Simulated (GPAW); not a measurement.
Consider zinc-blende (ZnS)1-x(ZnSe)x, x = 0.875.

```xyz
16
Lattice="0.0000 5.6357 5.6357 5.6357 0.0000 5.6357 5.6357 5.6357 0.0000" Properties=species:S:1:pos:R:3 pbc="T T T"
Zn    5.6387    0.0057    5.6369
Se    1.4109    1.4135    1.4106
Zn    2.8561    8.4155    5.5935
Se    4.2230    4.2300    1.4016
Zn    2.8230    5.6353    8.4581
Se    4.2279    1.4213    4.2232
Zn    5.6406    8.4574    8.4388
Se    7.0462    4.2320    4.2327
Zn    5.5920    8.4134    2.8526
Se    1.4034    4.2302    4.2123
Zn    2.8643    5.6743    2.8599
S     4.2264    7.0481    4.2268
Zn    2.8084    2.8265    5.6324
Se    4.2299    4.2299    7.0415
Zn    5.5967    5.6767    5.5939
Se    7.0508    7.0375    7.0399
```

Absorber: atom 1, with 3 Se at 2.44 Å and 1 Se at 2.45 Å (tetrahedral). Method: GPAW, PBE, excited-electron core hole (neutral cell), 16-atom cell with 8.0 Å between holes, 4×4×4 k points, dipole transitions, Gaussian full width 1.67 eV up to 4 eV, rising linearly to 3.5 eV at 25 eV.

**Question.** Predict the near-edge structure at the Zn K edge.

Main maxima up to 28 eV above the zero (height): 5.0 eV (2.09), 8.6 eV (1.00), 12.6 eV (1.24) and 18.4 eV (0.85). A K edge sees empty p states on the absorber. The total-energy difference is 9692.55 eV. One term is added: -30.96 eV, since the hole is spin-paired here and a spin-polarised one costs that much less in the free atom (computed apart). The photon energy is then 9661.59 eV. The tabulated edge of the element is 9659 eV. The functional leaves an error of a few eV in such absolute values.

The Zn K spectrum (energy from the bottom of the conduction band, which holds the excited electron; intensity scaled to a mean of 1 over the first 20 eV):

```
E (eV)  intensity
  -2.0       0.00
  -1.5       0.00
  -1.0       0.00
  -0.5       0.01
   0.0       0.02
   0.5       0.07
   1.0       0.18
   1.5       0.37
   2.0       0.63
   2.5       0.89
   3.0       1.10
   3.5       1.30
   4.0       1.61
   4.5       1.95
   5.0       2.09
   5.5       1.89
   6.0       1.49
   6.5       1.13
   7.0       0.93
   7.5       0.90
   8.0       0.95
   8.5       0.99
   9.0       0.99
   9.5       0.93
  10.0       0.87
  10.5       0.88
  11.0       0.95
  11.5       1.06
  12.0       1.18
  12.5       1.24
  13.0       1.23
  13.5       1.18
  14.0       1.10
  14.5       1.03
  15.0       0.95
  15.5       0.87
  16.0       0.81
  16.5       0.78
  17.0       0.78
  17.5       0.81
  18.0       0.84
  18.5       0.85
  19.0       0.82
  19.5       0.78
  20.0       0.74
  20.5       0.72
  21.0       0.73
  21.5       0.76
  22.0       0.79
  22.5       0.82
  23.0       0.84
  23.5       0.84
  24.0       0.84
  24.5       0.85
  25.0       0.85
  25.5       0.87
  26.0       0.89
  26.5       0.91
  27.0       0.92
  27.5       0.92
  28.0       0.92
  28.5       0.91
```

The script folds with a Gaussian, whereas the core hole's own line is a Lorentzian, so the onset is too steep and the first peak too high.

[Banner, clock and machine lines of the logs are left out without a mark of their own.]

[Logs are printed without paths, hosts, clocks, repeated set-up lines and the standing remarks that a program may print on its own settings, such as how far it seeks lower states.]

[Hosts, paths, dates, database ids (printed as entryN), source tags and the programs' standing remarks are cut or masked in the printed files.]

[Lists of maxima count a maximum above −3 eV only where it reaches 4 % of the highest in the window and stands out from its surroundings by 2 % of it (1.5 % where it reaches 55 %); shoulders and weaker maxima are passed over, and of the rest the first, up to two pre-edge ones and the few strongest are named.]
